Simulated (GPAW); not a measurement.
# 1T-TaSeTe monolayer in an electric field, part 2 of 2

Aim: the dipole that a field along the normal induces in 1T-TaSeTe monolayer.

GPAW 26.7.0; GPAW, PAW setups; layer in a repeated cell with vacuum, relaxation of atoms and in-plane cell (the session's first sound run).

So far, upper work function (eV): step 3 (plane waves, PBE) 4.70.

### 7. In a field

Level of this step: GPAW, PAW setups; slab in vacuum (GPAW).

run.py

```python
import json
import numpy as np
from ase import Atoms
from gpaw import GPAW, PW
from gpaw.external import ConstantElectricField

slab = Atoms(
    ['Te', 'Ta', 'Se'],
    positions=[
        [1.79701, 1.03751, 9.00000],
        [-0.00000, 0.00000, 10.89724],
        [-0.00000, 2.07501, 12.48082]],
    cell=[[3.59402, -0.0, 0.0], [-1.79701, 3.11252, 0.0], [0.0, 0.0, 21.4808]],
    pbc=[True, True, False])

slab.calc = GPAW(mode=PW(400), xc='PBE', kpts={'size': (9, 9, 1), 'gamma': True},
                 occupations={'name': 'fermi-dirac', 'width': 0.05}, nbands='160%',
                 convergence={'density': 1e-05}, maxiter=200,
                 poissonsolver={'dipolelayer': 'xy'},
                 external=ConstantElectricField(0.05, [0, 0, 1]),
                 symmetry={'tolerance': 1e-3}, txt='slab.txt')
result = {}
energy = slab.get_potential_energy()
fermi = slab.calc.get_fermi_level()
v = slab.calc.get_electrostatic_potential().mean((0, 1)) - fermi
n = slab.calc.get_pseudo_density().mean((0, 1))
L = slab.cell[2, 2]
z = np.arange(len(v)) * L / len(v)
low, high = slab.positions[:, 2].min(), slab.positions[:, 2].max()
below, above = np.interp([low - 6.8, high + 6.8], z, v)
slopes = [np.interp(x, z, np.gradient(v, z)) for x in (low - 6.8, high + 6.8)]
eps = np.array([[slab.calc.get_eigenvalues(k, s) for k in range(len(slab.calc.get_ibz_k_points()))]
                for s in range(slab.calc.get_number_of_spins())]) - fermi
top, bottom = eps[eps < 0].max(), eps[eps > 0].min()
dipole = slab.get_dipole_moment()[2]
print(f'energy {energy:.4f} eV, Fermi level {fermi:.4f} eV, dipole {dipole:.5f} e A')
print(f'potential 6.8 A off the faces, from the Fermi level: lower {below:.4f} eV, upper {above:.4f} eV')
print(f'slope of the potential there: lower {slopes[0]:.5f}, upper {slopes[1]:.5f} eV/A')
print(f'nearest levels on the mesh: {top:.4f} and {bottom:.4f} eV')
print('magnetic moment', round(slab.get_magnetic_moment(), 3))
result.update(energy=energy, fermi=fermi, dipole=dipole, below=below, above=above, slopes=slopes, edges=[top, bottom],
              z=z.tolist(), v=v.tolist(), n=n.tolist(), positions=slab.positions.tolist(),
              forces=slab.get_forces(apply_constraint=False).tolist(), moments=slab.get_magnetic_moments().tolist())
json.dump(result, open('result.json', 'w'))
```

Launch:

```console
OMP_NUM_THREADS=1 OPENBLAS_NUM_THREADS=1 python run.py
```

What it wrote:

```text
energy -18.1628 eV, Fermi level -0.7045 eV, dipole -0.00706 e A
potential 6.8 A off the faces, from the Fermi level: lower 4.4422 eV, upper 4.5565 eV
slope of the potential there: lower 0.00004, upper -0.00004 eV/A
nearest levels on the mesh: -0.0046 and 0.0654 eV
magnetic moment 0.0
```

The job ended after 1.8 min (1 thread of Arm Neoverse V1, shared host; peak memory 0.29 GiB).

The electrostatic potential energy of an electron (without an applied field's), less the Fermi level, planar mean by z:

z (Å), electrostatic potential energy of an electron (without an applied field's), less the Fermi level, planar mean (eV) and a bar from the least value:
```
        0        4.5 ##############################
        1        4.4 ##############################
        2        4.4 ##############################
        3        4.4 ##############################
        4        4.4 ##############################
        5        4.4 ##############################
        6        4.4 ##############################
        7        4.2 ##############################
        8        0.6 #########################
        9      -20.0 
       10       -4.3 ###################
       11      -17.5 ###
       12       -8.2 ##############
       13       -4.4 ###################
       14        4.1 #############################
       15        4.5 ##############################
       16        4.6 ##############################
       17        4.6 ##############################
       18        4.6 ##############################
       19        4.6 ##############################
       20        4.6 ##############################
       21        4.6 ##############################
```

### 8. Field on

Changes to run.py since step 7:

```diff
@@ -19,3 +19,3 @@
                  poissonsolver={'dipolelayer': 'xy'},
-                 external=ConstantElectricField(0.05, [0, 0, 1]),
+                 external=ConstantElectricField(0.1, [0, 0, 1]),
                  symmetry={'tolerance': 1e-3}, txt='slab.txt')
```

What it wrote:

```text
energy -18.1629 eV, Fermi level -0.7091 eV, dipole 0.01112 e A
potential 6.8 A off the faces, from the Fermi level: lower 4.5960 eV, upper 4.4161 eV
slope of the potential there: lower 0.00004, upper -0.00004 eV/A
nearest levels on the mesh: -0.0051 and 0.0667 eV
magnetic moment 0.0
```

It took 1.9 min on 1 thread; peak memory 0.29 GiB.

Electrostatic potential energy of an electron (without an applied field's), less the Fermi level, planar mean against z:

| z (Å) | electrostatic potential energy of an electron (without an applied field's), less the Fermi level, planar mean (eV) |
| --- | --- |
| 0 | 4.51 |
| 1 | 4.60 |
| 2 | 4.60 |
| 3 | 4.60 |
| 4 | 4.60 |
| 5 | 4.60 |
| 6 | 4.58 |
| 7 | 4.36 |
| 8 | 0.747 |
| 9 | -19.9 |
| 10 | -4.26 |
| 11 | -17.5 |
| 12 | -8.28 |
| 13 | -4.50 |
| 14 | 3.97 |
| 15 | 4.40 |
| 16 | 4.42 |
| 17 | 4.42 |
| 18 | 4.42 |
| 19 | 4.42 |
| 20 | 4.42 |
| 21 | 4.42 |

The dipole is now 0.0111 e Å, against -0.025 in the run without a field.

### 9. In a field

Changes to run.py since step 8:

```diff
@@ -19,3 +19,3 @@
                  poissonsolver={'dipolelayer': 'xy'},
-                 external=ConstantElectricField(0.1, [0, 0, 1]),
+                 external=ConstantElectricField(0.2, [0, 0, 1]),
                  symmetry={'tolerance': 1e-3}, txt='slab.txt')
```

What it wrote:

```text
energy -18.1660 eV, Fermi level -0.7192 eV, dipole 0.04752 e A
potential 6.8 A off the faces, from the Fermi level: lower 4.9051 eV, upper 4.1364 eV
slope of the potential there: lower 0.00004, upper -0.00004 eV/A
nearest levels on the mesh: -0.0061 and 0.0695 eV
magnetic moment 0.0
```

The job ended after 1.9 min (1 thread; peak memory 0.29 GiB).

The dipole is now 0.0475 e Å, against -0.025 in the run without a field.

### 10. Field on

Changes to run.py since step 9:

```diff
@@ -19,3 +19,3 @@
                  poissonsolver={'dipolelayer': 'xy'},
-                 external=ConstantElectricField(0.2, [0, 0, 1]),
+                 external=ConstantElectricField(0.3, [0, 0, 1]),
                  symmetry={'tolerance': 1e-3}, txt='slab.txt')
```

What it wrote:

```text
energy -18.1726 eV, Fermi level -0.7305 eV, dipole 0.08397 e A
potential 6.8 A off the faces, from the Fermi level: lower 5.2163 eV, upper 3.8580 eV
slope of the potential there: lower 0.00004, upper -0.00004 eV/A
nearest levels on the mesh: -0.0070 and 0.0722 eV
magnetic moment 0.0
```

Elapsed: 1.9 min, on 1 thread; peak memory 0.29 GiB.

The dipole is now 0.0840 e Å, against -0.025 in the run without a field.

### 11. The series

The members are put on one axis.

This step: induced dipole against applied field (GPAW 26.7.0).

Dipole along the normal against field:

| field (V/Å) | dipole along the normal (e·Å) |
| --- | --- |
| -0.200 | -0.0979 |
| -0.100 | -0.0616 |
| -0.050 | -0.0434 |
| 0.000 | -0.0255 |
| 0.050 | -0.00706 |
| 0.100 | 0.0111 |
| 0.200 | 0.0475 |
| 0.300 | 0.0840 |

### 12. A changed run

One more run, with changed settings.

This step: GPAW, PAW setups; slab in vacuum (GPAW 26.7.0).

Changes to run.py since step 10:

```diff
@@ -4,3 +4,2 @@
 from gpaw import GPAW, PW
-from gpaw.external import ConstantElectricField
 
@@ -13,3 +12,3 @@
     cell=[[3.59402, -0.0, 0.0], [-1.79701, 3.11252, 0.0], [0.0, 0.0, 21.4808]],
-    pbc=[True, True, False])
+    pbc=[True, True, True])
 
@@ -17,5 +16,4 @@
                  occupations={'name': 'fermi-dirac', 'width': 0.05}, nbands='160%',
-                 convergence={'density': 1e-05}, maxiter=200,
+                 convergence={'density': 1e-05}, maxiter=100,
                  poissonsolver={'dipolelayer': 'xy'},
-                 external=ConstantElectricField(0.3, [0, 0, 1]),
                  symmetry={'tolerance': 1e-3}, txt='slab.txt')
```

What it wrote:

```text
AssertionError
```

Run time: 1.1 s. Hardware: 1 thread; peak memory 0.14 GiB.

The input was rejected at the start.

The fault put into the input: a dipole layer in a cell that repeats along the normal (pbc_z = true).

### 13. Results

| Item | Value |
| --- | --- |
| work function, upper and lower face | 4.697 and 4.289 eV |
| dipole along the normal | -0.0255 e Å |
| induced dipole per field | 0.364 e Å per V/Å |
| out-of-plane polarisability per area, α/(ε0 A) | 5.88 Å |

The field induces 0.364 e Å per V/Å, a polarisable thickness α/(ε0 A) of 5.88 Å beside 3.48 Å between the outermost nuclei. A perfect conductor would give the distance between its two image planes; a dielectric of thickness t gives t(1 - 1/ε). The two faces differ by 0.41 eV, the step that the slab's dipole makes (e p/(ε0 A) gives 0.41 eV), so the dipole layer is needed. The induced dipole is linear in the field over this range. The starting lattice was a guess from atomic radii; the relaxation moved it by -6 %. The relaxation of atoms and cell ran in a fully periodic cell without the dipole layer, so the atoms of this polar layer felt a small spurious field. The cell holds an odd number of electrons, so without spin polarisation it must come out metallic and without a moment, whatever its true state. The layer's cell and atoms come from the relaxation; spin-orbit coupling and temperature are left out.

[Logs are printed without paths, hosts, clocks, repeated set-up lines and the standing remarks that a program may print on its own settings, such as how far it seeks lower states.]

[Hosts, paths, dates, database ids (printed as entryN), source tags and the programs' standing remarks are cut or masked in the printed files.]
